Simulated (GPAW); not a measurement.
# CuSe2 (Pnnm): the Se K absorption edge, part 2 of 2

What does one-electron theory with a core hole give for the Se K edge of CuSe2 (Pnnm)?

GPAW 26.7.0; X-ray absorption from dipole matrix elements to empty bands, plane-wave PAW LDA.

So far. Step 2 (Ground state of the crystal): The mesh shows no gap, so the system is treated as a metal and the core electron is put at the Fermi level (neutral cell). Step 3 (Spectrum without a core hole, Se atom 1): Main maxima below 30 eV (height): 1.6 eV (1.77), 10.4 eV (1.30) and 26.4 eV (0.85). A K edge sees empty p states on the absorber.

### 5. Spectrum with XCH, Se atom 1

The holes are 8.0 Å apart. In GPAW the data set carries the hole's charge, so charge=0 means a charged cell and charge=-1 a neutral one. The excited electron is kept in the cell, where it fills the lowest empty states and screens the hole. After the field has converged, empty bands are computed with the density fixed and the dipole matrix elements are summed.

Contents of xas.py:

```python
import numpy as np
from ase import Atoms
from ase.parallel import parprint, paropen
from gpaw import GPAW, PW, FermiDirac, Mixer, MixerDif, setup_paths
from gpaw.test import gen
setup_paths.insert(0, '.')
gen('Se', name='fch1s', xcname='LDA', corehole=(1, 0, 1), write_xml=True)
from gpaw.mpi import world
world.barrier()

atoms = Atoms('Se16Cu8',
    cell=[[-5.0252, 6.1941, 0],
     [-5.0252, -6.1941, 0],
     [5.0252, 0, 7.4894]],
    scaled_positions=[[0.8408, 0.7257, 0.25],
     [0.3408, 0.2257, 0.25],
     [0.0908, 0.9757, 0.75],
     [0.5908, 0.4757, 0.75],
     [0.4092, 0.5243, 0.25],
     [0.9092, 0.0243, 0.25],
     [0.6592, 0.7743, 0.75],
     [0.1592, 0.2743, 0.75],
     [0.1007, 0.7158, 0],
     [0.6007, 0.2158, 0],
     [0.3507, 0.9658, 0.5],
     [0.8507, 0.4658, 0.5],
     [0.8993, 0.2842, 0],
     [0.3993, 0.7842, 0],
     [0.1493, 0.5342, 0.5],
     [0.6493, 0.0342, 0.5],
     [0.125, 0.625, 0.25],
     [0.625, 0.125, 0.25],
     [0.375, 0.875, 0.75],
     [0.875, 0.375, 0.75],
     [0, 0, 0],
     [0.5, 0.5, 0],
     [0.25, 0.25, 0.5],
     [0.75, 0.75, 0.5]],
    pbc=True)
atoms.calc = calc = GPAW(legacy_gpaw=True, mode=PW(430), xc='LDA', setups={0: 'fch1s'},
    kpts={'size': (3, 3, 3), 'gamma': True}, occupations=FermiDirac(0.1),
    charge=-1, mixer=Mixer(0.1, 5, 50), maxiter=150,
    convergence={'density': 0.0001}, txt='scf.txt')
energy = atoms.get_potential_energy() + calc.get_reference_energy()
ef = calc.get_fermi_level()
out = dict(energy=energy, fermi=ef, forces=atoms.get_forces().tolist())
parprint(f'all-electron energy {energy:.4f} eV, Fermi level {ef:.4f} eV')
ev = np.array([[calc.get_eigenvalues(k, s) for k in range(len(calc.get_ibz_k_points()))] for s in range(calc.get_number_of_spins())])
out['homo'], out['lumo'], out['counts'] = ev[ev < ef].max(), ev[ev > ef].min(), sorted(set((ev < ef).sum((0, 2)).tolist()))
out['filled'] = (ev[:, 0] < ef).sum(1).tolist()

from ase.units import Ha
from gpaw.xas import dipole_matrix_elements
nb = int(calc.get_number_of_electrons() / 2) + 279
top, nb = nb, nb + 8 + nb // 12
nscf = calc.fixed_density(kpts={'size': (3, 3, 3), 'gamma': True}, nbands=nb,
    convergence={'bands': top, 'eigenstates': 1e-5}, maxiter=60, txt='nscf.txt')
cell = atoms.cell.array
ops = [cell.T @ U.T @ np.linalg.inv(cell.T) for U in nscf.wfs.kd.symmetry.op_scc]
E = np.arange(-6, 34, 0.1)
fwhm = np.interp(E, [4, 25], [2.33, 3.5])
Y, X, zero, highest = 0, 0, 1e9, 1e9
for spin in range(nscf.get_number_of_spins()):
    wfs = nscf.wfs
    A = dipole_matrix_elements(wfs.setups[0])
    eps = np.zeros((wfs.kd.nibzkpts, nb))
    d = np.zeros((3, A.shape[1], wfs.kd.nibzkpts, nb), complex)
    for kpt in wfs.kpt_u:
        if kpt.s == spin and 0 in kpt.P_ani:
            eps[kpt.k] = kpt.eps_n * Ha
            d[:, :, kpt.k] = (kpt.weight * wfs.nspins / 2) ** 0.5 * np.inner(A, kpt.P_ani[0])
    world.sum(eps)
    world.sum(d)
    T = np.einsum('amkn,bmkn->abkn', d, d.conj()).real
    T = sum(np.einsum('ai,ijkn,bj->abkn', R, T, R) for R in ops) / len(ops)
    empty = eps > ef
    zero, highest = min(zero, eps[empty].min()), min(highest, eps[:, top - 1].min())
    lines = [(eps, T, empty)] if spin == 0 else lines + [(eps, T, empty)]
for eps, T, empty in lines:
    f = np.einsum('aakn->akn', T).reshape(3, -1)
    x = eps.ravel() - zero
    w = np.interp(x, E, fwhm) / 2.35482
    g = np.exp(-0.5 * ((E[:, None] - x) / w) ** 2) / (w * (2 * np.pi) ** 0.5)
    Y = Y + (f * empty.ravel()) @ g.T
    X = X + (f * ~empty.ravel()) @ g.T
out.update(E=E.round(2).tolist(), xas=Y.tolist(), xes=X.tolist(), zero=zero, valid=highest - zero, nk=len(eps), nb=nb)
for i in range(0, len(E), 10):
    parprint(f'{E[i]:7.2f}', *(f'{v:10.3e}' for v in Y[:, i]))
import json
with paropen('out.json', 'w') as f:
    json.dump(out, f)
```

On the command line:

```bash
OMP_NUM_THREADS=1 mpirun -n 4 gpaw python xas.py
```

Numbers of over 12 decimals in the logs are rounded to 6 here.

Output:

```text
Input parameters:
  charge: -1
  convergence: {density: 0.0001}
  kpts: {gamma: True,
         size: (3, 3, 3)}
  maxiter: 150
  mixer: {backend: pulay,
          beta: 0.1,
          method: separate,
          nmaxold: 5,
          weight: 50}
  mode: {ecut: 430.0,
         name: pw}
  occupations: {fixmagmom: False,
                name: fermi-dirac,
                width: 0.1}
  setups: {0: fch1s}

Initialize ...

[... PAW data sets ...]

Reference energy: -1403202.372076  # eV

Spin-paired calculation

[... convergence settings ...]
Symmetries present (total): 1
  [... symmetry matrices ...]

27 k-points: 3 x 3 x 3 Monkhorst-Pack grid
14 k-points in the irreducible part of the Brillouin zone
       k-points in crystal coordinates                weights
   0:     0.00000000    0.00000000    0.00000000          1/27
   1:     0.00000000    0.00000000    0.33333333          2/27
   2:     0.00000000    0.33333333   -0.33333333          2/27
   3:     0.00000000    0.33333333    0.00000000          2/27
   4:     0.00000000    0.33333333    0.33333333          2/27
   5:     0.33333333   -0.33333333   -0.33333333          2/27
   6:     0.33333333   -0.33333333    0.00000000          2/27
   7:     0.33333333   -0.33333333    0.33333333          2/27
   8:     0.33333333    0.00000000   -0.33333333          2/27
   9:     0.33333333    0.00000000    0.00000000          2/27
          ...
  13:     0.33333333    0.33333333    0.33333333          2/27

Wave functions: Plane wave expansion
  Cutoff energy: 430.000 eV
  Number of coefficients (min, max): 9409, 9469
  Pulay-stress correction: 0.000000 eV/Ang^3 (de/decut=0.000000)
  Using FFTW library
  Wavefunction extrapolation:
    Improved wavefunction reuse through dual PAW basis

Occupation numbers: Fermi-Dirac:
  width: 0.1000  # eV

Eigensolver
   Davidson(niter=2)

Densities:
  Coarse grid: 40*40*45 grid
  Fine grid: 80*80*90 grid
  Total Charge: 0.000000

Density mixing:
  Method: separate
  Backend: pulay
  Linear mixing parameter: 0.1
  old densities: 5
  Width of damping distribution: 1.1
  Damping of long wavelength oscillations: 50

[... Hamiltonian set-up ...]
Number of atoms: 24
Number of atomic orbitals: 136
Number of bands in calculation: 115
Number of valence electrons: 185
Bands to converge: occupied

... initialized

Initializing position-dependent things.

Density initialized from atomic densities
Creating initial wave functions:
  115 bands from LCAO basis set

                      Cu

                  Se   Se  Se Se
                  Se  Se
              Cu   Cu      Cu
                   Se Cu
           Se          Se
              Se  Se
                  Se
              Cu   Cu      Cu
           Se
              Se

Atomic positions and initial magnetic moments

Positions:
   0 Se    -6.615676    0.712941    1.872350    ( 0.0000,  0.0000,  0.0000)
   1 Se    -1.590476    0.712941    1.872350    ( 0.0000,  0.0000,  0.0000)
   2 Se    -1.590476   -5.481159    5.617050    ( 0.0000,  0.0000,  0.0000)
   3 Se    -1.590476    0.712941    5.617050    ( 0.0000,  0.0000,  0.0000)
   4 Se    -3.434724   -0.712941    1.872350    ( 0.0000,  0.0000,  0.0000)
   5 Se    -3.434724    5.481159    1.872350    ( 0.0000,  0.0000,  0.0000)
   6 Se    -3.434724   -0.712941    5.617050    ( 0.0000,  0.0000,  0.0000)
[...]
21 Cu    -5.025200    0.000000    0.000000    ( 0.0000,  0.0000,  0.0000)
  22 Cu     0.000000    0.000000    3.744700    ( 0.0000,  0.0000,  0.0000)
  23 Cu    -5.025200    0.000000    3.744700    ( 0.0000,  0.0000,  0.0000)

Unit cell:
           periodic     x           y           z      points  spacing
  1. axis:    yes   -5.025200    6.194100    0.000000    40     0.1730
  2. axis:    yes   -5.025200   -6.194100    0.000000    40     0.1730
  3. axis:    yes    5.025200    0.000000    7.489400    45     0.1664

  Lengths:   7.976184   7.976184   9.019077
  Angles:  110.550586 110.550586 101.895978

Effective grid spacing dv^(1/3) = 0.1864

iter:   1  -132.393777
iter:   2  -120.189259   -0.66  -1.14
iter:   3  -117.478653   -0.79  -1.29
iter:   4  -116.248879   -2.14  -1.41
iter:   5  -117.124707   -1.55  -1.47
iter:   6  -115.744369   -2.03  -1.58
iter:   7  -115.632544   -2.20  -1.70
iter:   8  -115.479372   -2.52  -1.95
iter:   9  -115.481900   -2.80  -2.18
iter:  10  -115.452822c  -3.98  -2.52
iter:  11  -115.436667c  -3.48  -2.65
iter:  12  -115.436054c  -4.94  -2.89
iter:  13  -115.435744c  -4.99  -3.12
iter:  14  -115.435650c  -5.93  -3.27
iter:  15  -115.435621c  -5.72  -3.45
iter:  16  -115.435618c  -6.41  -3.75
iter:  17  -115.435604c  -7.02  -3.90
iter:  18  -115.435594c  -7.21  -4.06c
iter:  19  -115.435593c  -7.59c -4.31c

Converged after 19 iterations.

Dipole moment: (-0.290339, 0.014275, -0.152426) |e|*Ang

Energy contributions relative to reference atoms: (reference = -1403202.372076)

Kinetic:        +38.944512
Potential:      -53.945710
External:        +0.000000
XC:            -100.285139
Entropy (-ST):   -0.361437
Local:           +0.031461
SIC:             +0.000000
--------------------------
Free energy:   -115.616312
Extrapolated:  -115.435593

Showing only first 2 kpts
 Kpt  Band  Eigenvalues  Occupancy
  0    90      6.10872    1.98617
  0    91      6.13802    1.98151
  0    92      6.14565    1.98006
  0    93      7.26880    0.00263

  1    90      6.23933    1.94988
  1    91      6.36041    1.84118
  1    92      6.44753    1.65818
[...]
Fermi level: 6.60545

No gap
No difference between direct/indirect transitions

Forces in eV/Ang:
  0 Se    0.79017    0.49857   -0.00000
  1 Se    0.30571    0.15863    0.00000
  2 Se    0.40124    0.13549   -0.06092
  3 Se    0.40124    0.13549    0.06092
  4 Se   -0.42236   -0.01224   -0.00000
  5 Se   -1.47048   -0.85493   -0.00000
  6 Se   -0.32194   -0.17950    0.03319
[...]
21 Cu    0.39012   -0.09144   -0.32311
 22 Cu    0.00417   -0.03028   -0.02675
 23 Cu    0.39012   -0.09144    0.32311
Scalar-relativistic atomic LDA calculation for Se (Selenium, Z=34)
Core hole in 1s state (1s occupation: 1.0)
600 radial gridpoints.
|------------------------------------------------|
|------------------------------------------------|
[... the atom generator's iteration count ...]

Energy contributions:
-------------------------
Kinetic:    +1992.176532
XC:           -74.936171
Potential:  -3877.301897
-------------------------
Total:      -1960.061536

state      eigenvalue         ekin         rmax
-----------------------------------------------
1s^1.0 :  -473.814066   594.491378        0.029
2s^2.0 :   -62.777713   119.273514        0.162
2p^6.0 :   -56.419235   117.661311        0.128
3s^2.0 :    -8.945456    28.579454        0.490
3p^6.0 :    -6.765340    26.386029        0.482
3d^10.0:    -2.900021    21.587394        0.429
4s^2.0 :    -1.105925     4.504829        1.414
4p^4.0 :    -0.649487     3.202895        1.619
-----------------------------------------------
(units: Bohr and Hartree)

Generating PAW setup
Kinetic energy of the core from tauc = 1992.701230
Cutoffs:
rc(s)=1.600
rc(p)=1.900
rc(d)=1.600
rc(vbar)=1.440
rc(comp)=1.600
rc(nct)=1.900

Kinetic energy of the core states: 1970.355293
Charge: 1.0
Core electrons: 27.0
Valence electrons: 6.0
Pseudo-core charge: 0.688517
Shape function alpha=3.906
Pseudo-electron charge 7.123653
state    eigenvalue         norm
--------------------------------
4s(2) :    -1.105925     1.147115
*s    :    -0.105925
4p(4) :    -0.649487     1.035227
*p    :     0.350513
*d    :     0.000000
--------------------------------

Diagonalizing with gridspacing h=0.050

state   all-electron     PAW
-------------------------------
4s:      -1.105925    -1.106630
4p:      -0.649487    -0.650084
*d:                   -0.134651
*f:                   -0.017877
-------------------------------
all-electron energy -1403317.8077 eV, Fermi level 6.6054 eV
[...]
31.00  8.007e-08  8.174e-08  8.788e-08
  32.00  8.306e-08  8.321e-08  9.100e-08
  33.00  8.490e-08  8.671e-08  9.407e-08
```

Elapsed: 10 min, on 4 MPI ranks of Intel Xeon Platinum 8559C (Emerald Rapids), shared host; peak memory 1 GiB; 41 min of CPU time.

The Se K spectrum, Se atom 1, excited-electron core hole (neutral cell) (energy from the lowest empty level; intensity scaled to a mean of 1 over the first 20 eV; polarised curves are means over the symmetry-equivalent atoms):

```csv
E (eV),isotropic,ε ∥ x,ε ∥ y,ε ∥ z
-2.0,0.06,0.08,0.05,0.04
-1.5,0.17,0.26,0.17,0.10
-1.0,0.43,0.65,0.42,0.21
-0.5,0.84,1.32,0.84,0.36
0.0,1.31,2.11,1.33,0.49
0.5,1.64,2.69,1.68,0.55
1.0,1.68,2.76,1.74,0.53
1.5,1.41,2.30,1.48,0.46
2.0,1.04,1.61,1.08,0.41
2.5,0.74,1.04,0.76,0.42
3.0,0.62,0.73,0.61,0.51
3.5,0.64,0.64,0.64,0.65
4.0,0.73,0.66,0.75,0.78
4.5,0.80,0.69,0.84,0.86
5.0,0.83,0.71,0.89,0.89
5.5,0.86,0.75,0.91,0.92
6.0,0.92,0.83,0.96,0.99
6.5,1.03,0.94,1.06,1.10
7.0,1.16,1.06,1.18,1.24
7.5,1.27,1.16,1.31,1.34
8.0,1.34,1.22,1.40,1.41
8.5,1.38,1.25,1.45,1.43
9.0,1.38,1.26,1.45,1.44
9.5,1.37,1.27,1.40,1.44
10.0,1.34,1.26,1.33,1.42
10.5,1.28,1.23,1.25,1.37
11.0,1.21,1.20,1.15,1.29
11.5,1.13,1.16,1.07,1.18
12.0,1.06,1.12,0.99,1.07
12.5,0.99,1.08,0.93,0.96
13.0,0.92,1.02,0.88,0.87
13.5,0.87,0.95,0.84,0.80
14.0,0.81,0.88,0.80,0.76
14.5,0.77,0.81,0.77,0.73
15.0,0.74,0.76,0.75,0.72
15.5,0.72,0.73,0.73,0.71
16.0,0.72,0.72,0.73,0.71
16.5,0.74,0.73,0.75,0.73
17.0,0.76,0.74,0.78,0.76
17.5,0.78,0.76,0.81,0.79
18.0,0.80,0.76,0.82,0.82
18.5,0.81,0.77,0.81,0.84
19.0,0.81,0.77,0.80,0.85
19.5,0.81,0.78,0.80,0.86
20.0,0.82,0.79,0.80,0.86
20.5,0.83,0.81,0.82,0.86
21.0,0.85,0.83,0.85,0.86
21.5,0.87,0.86,0.87,0.88
22.0,0.89,0.89,0.89,0.90
22.5,0.91,0.91,0.89,0.92
23.0,0.91,0.92,0.89,0.93
23.5,0.91,0.92,0.88,0.92
24.0,0.90,0.92,0.88,0.92
24.5,0.90,0.92,0.88,0.91
25.0,0.91,0.93,0.89,0.90
25.5,0.92,0.95,0.90,0.90
26.0,0.93,0.96,0.92,0.90
26.5,0.93,0.95,0.93,0.91
27.0,0.93,0.94,0.93,0.92
27.5,0.92,0.91,0.93,0.93
28.0,0.91,0.88,0.93,0.94
28.5,0.91,0.85,0.92,0.94
29.0,0.90,0.84,0.92,0.94
29.5,0.90,0.84,0.92,0.95
30.0,0.91,0.86,0.92,0.96
30.5,0.93,0.88,0.92,0.98
31.0,0.94,0.90,0.92,0.99
31.5,0.95,0.92,0.93,1.01
32.0,0.97,0.94,0.94,1.03
```

Main maxima below 30 eV (height): 0.8 eV (1.71) and 9.0 eV (1.38). 

### 6. With and without the hole

Both curves are counted from their own zero, so only the shift of weight within the empty states shows.

```
E (eV)  no hole   XCH
  -2.0     0.05  0.06
  -1.0     0.30  0.43
   0.0     0.91  1.31
   1.0     1.58  1.68
   2.0     1.71  1.04
   3.0     1.12  0.62
   4.0     0.77  0.73
   5.0     0.76  0.83
   6.0     0.80  0.92
   7.0     0.94  1.16
   8.0     1.08  1.34
   9.0     1.19  1.38
  10.0     1.29  1.34
  11.0     1.27  1.21
  12.0     1.14  1.06
  13.0     0.99  0.92
  14.0     0.85  0.81
  15.0     0.74  0.74
  16.0     0.69  0.72
  17.0     0.70  0.76
  18.0     0.73  0.80
  19.0     0.74  0.81
  20.0     0.75  0.82
  21.0     0.73  0.85
  22.0     0.73  0.89
  23.0     0.75  0.91
  24.0     0.78  0.90
  25.0     0.82  0.91
  26.0     0.84  0.93
  27.0     0.84  0.93
  28.0     0.79  0.91
  29.0     0.73  0.90
  30.0     0.71  0.91
  31.0     0.76  0.94
  32.0     0.83  0.97
```

With each curve scaled to its own mean, the area from −2 to 6 eV with the hole is 7.1 against 7.6, and the centre of weight from −1 to 20 eV moves by +0.2 eV (first and strongest maxima below 20 eV: 1.6 eV (1.77) and 10.4 eV (1.30) without the hole, 0.8 eV (1.71) and 9.0 eV (1.38) with it); the shape changes all the same, by 21 % r.m.s.

### 7. What came out

```json
{"absorber and edge": "Se K, atom 1 of the ground-state input (counted from 1)", "surroundings": "1 Se at 2.33 Å and 3 Cu at 2.56 Å (distorted tetrahedral, site symmetry m)", "highest intensity below 24 eV": "0.8 eV above the zero, height 1.71"}
```

**Reading.** The Se K edge of atom 1, with 1 Se at 2.33 Å and 3 Cu at 2.56 Å (distorted tetrahedral, site symmetry m), has its highest intensity of the first 24 eV at 0.8 eV above the zero, 1.7 times the mean level of the first 20 eV (Gaussian full width 2.33 eV up to 4 eV, rising linearly to 3.5 eV at 25 eV). With each curve scaled to its own mean, the area from −2 to 6 eV with the hole is 7.1 against 7.6, and the centre of weight from −1 to 20 eV moves by +0.2 eV (first and strongest maxima below 20 eV: 1.6 eV (1.77) and 10.4 eV (1.30) without the hole, 0.8 eV (1.71) and 9.0 eV (1.38) with it); the shape changes all the same, by 21 % r.m.s. At the Se K edge of atom 1 polarisation matters most near 0.8 eV, where the curves differ by 2.3 on this scale. The script folds with a Gaussian, whereas the core hole's own line is a Lorentzian, so the onset is too steep and the first peak too high. The unit cell's mesh shows no gap over 0.35 eV. That is right for a metallic compound; for a small-gap or correlated insulator it would be the fault of the functional or of the assumed magnetic order, and the hole would be screened too well. The structure is a published determination, not relaxed.

[Banner, clock and machine lines of the logs are left out without a mark of their own.]

[Logs are printed without paths, hosts, clocks, repeated set-up lines and the standing remarks that a program may print on its own settings, such as how far it seeks lower states.]

[Hosts, paths, dates, database ids (printed as entryN), source tags and the programs' standing remarks are cut or masked in the printed files.]

[Lists of maxima count a maximum above −3 eV only where it reaches 4 % of the highest in the window and stands out from its surroundings by 2 % of it (1.5 % where it reaches 55 %); shoulders and weaker maxima are passed over, and of the rest the first, up to two pre-edge ones and the few strongest are named.]
